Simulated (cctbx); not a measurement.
**What is wrong with this refinement?**

Cell a = 3.4480 Å, b = 3.4480 Å, c = 7.4560 Å, α = 90.00°, β = 90.00°, γ = 90.00°; space group P4/nmm (no. 129, origin choice 1).

The data are simulated with cctbx, not measured: Cu Kα, λ = 1.54184 Å, to d = 0.8 Å, 80 % of the full sphere, strongest reflection 70000 counts, noise from counting, a 2 % proportional error and a noise floor of 4 counts (s.d.); no absorption.

An anisotropic refinement with weights 1/σ² prints:

```text
Rint 0.015, 77 unique reflections to 0.80 A
cycle     R1     wR2    GooF  max shift (A)
   1  0.0580  0.1779  16.764   0.01766
   2  0.0540  0.1286  12.113   0.00001
final R1 0.0540 wR2 0.1286 GooF 12.113  parameters 8  data/parameter 9.6
atom        x        y        z      Ueq    occ   su(xyz)  su(Uiso or U11)
Pt1    0.50000  0.50000  0.00000   0.0046  1.000  0.00000  0.0010
Sc1    0.50000  0.00000  0.35529   0.0241  1.000  0.00108  0.0023
C1     0.50000  0.00000  0.83527   0.0044  1.000  0.00387  0.0070
difference map: max 13.82 min -1.36 rms 1.14
Q1    0.0000  0.5000  0.3526    2   13.84  1.40 A from C1
Q2    0.0000  0.5000  0.6478    2    9.86  0.02 A from Sc1
Q3    0.0000  0.0000  0.0000    2    8.94  0.00 A from Pt1
Q4    0.0000  0.5000  0.4975    2    1.08  1.10 A from Sc1
Q5    0.2489  0.2511  0.3293    8    1.07  1.24 A from Sc1
Q6    0.0000  0.2172  0.2761    8    0.82  1.28 A from C1
```

**Question.** Can this result stand? If not, what is the likely fault?

Mend it. The fault: an atom left out, C at (1/2, 0, 0.6470). Against the right model at the same level, R1 goes from 0.0048 to 0.0540 and GooF from 1.01 to 12.11, U of Sc1 swells from 0.0171 to 0.0241 Å² and the top difference peak, 13.8 e/Å³, lies 1.40 Å from C1. Q1 is the missing atom. With scattering power missing, scale and phases suffer, so peaks may also grow on the heavy atoms.

The compound is ScPtC2. The right model at the same level gives:

```text
Rint 0.015, 77 unique reflections to 0.80 A
cycle     R1     wR2    GooF  max shift (A)
   1  0.0075  0.0224   2.158   0.00398
   2  0.0048  0.0105   1.010   0.00000
final R1 0.0048 wR2 0.0105 GooF 1.010  parameters 11  data/parameter 7.0
atom        x        y        z      Ueq    occ   su(xyz)  su(Uiso or U11)
Pt1    0.50000  0.50000  0.00000   0.0065  1.000  0.00000  0.0001
Sc1    0.50000  0.00000  0.35483   0.0171  1.000  0.00011  0.0002
C1     0.50000  0.00000  0.64658   0.0099  1.000  0.00049  0.0011
C2     0.50000  0.00000  0.83774   0.0080  1.000  0.00034  0.0006
difference map: max 0.27 min -0.40 rms 0.08
Q1    0.0000  0.0000  0.5000    2    0.27  2.04 A from Sc1
Q2    0.0000  0.5000  0.3210    2    0.25  0.24 A from C1
Q3    0.0000  0.2471  0.7073    8    0.21  0.99 A from Sc1
Q4    0.0000  0.5000  0.6991    2    0.19  0.40 A from Sc1
Q5    0.0957  0.4043  0.3857    8    0.18  0.52 A from C1
Q6    0.0000  0.0000  0.3537    4    0.15  1.72 A from C1
```

Isotropic U is held between 0.0001 and 1 Å² by the program, and listed peak heights are interpolated, so they can pass the grid's maximum.

The model is made up (kin elements in a known structure type, no relaxation), so it says nothing on whether the phase exists.

[Middle refinement cycles are left out of these outputs.]

[Logs are printed without paths, hosts, clocks, repeated set-up lines and the standing remarks that a program may print on its own settings, such as how far it seeks lower states.]
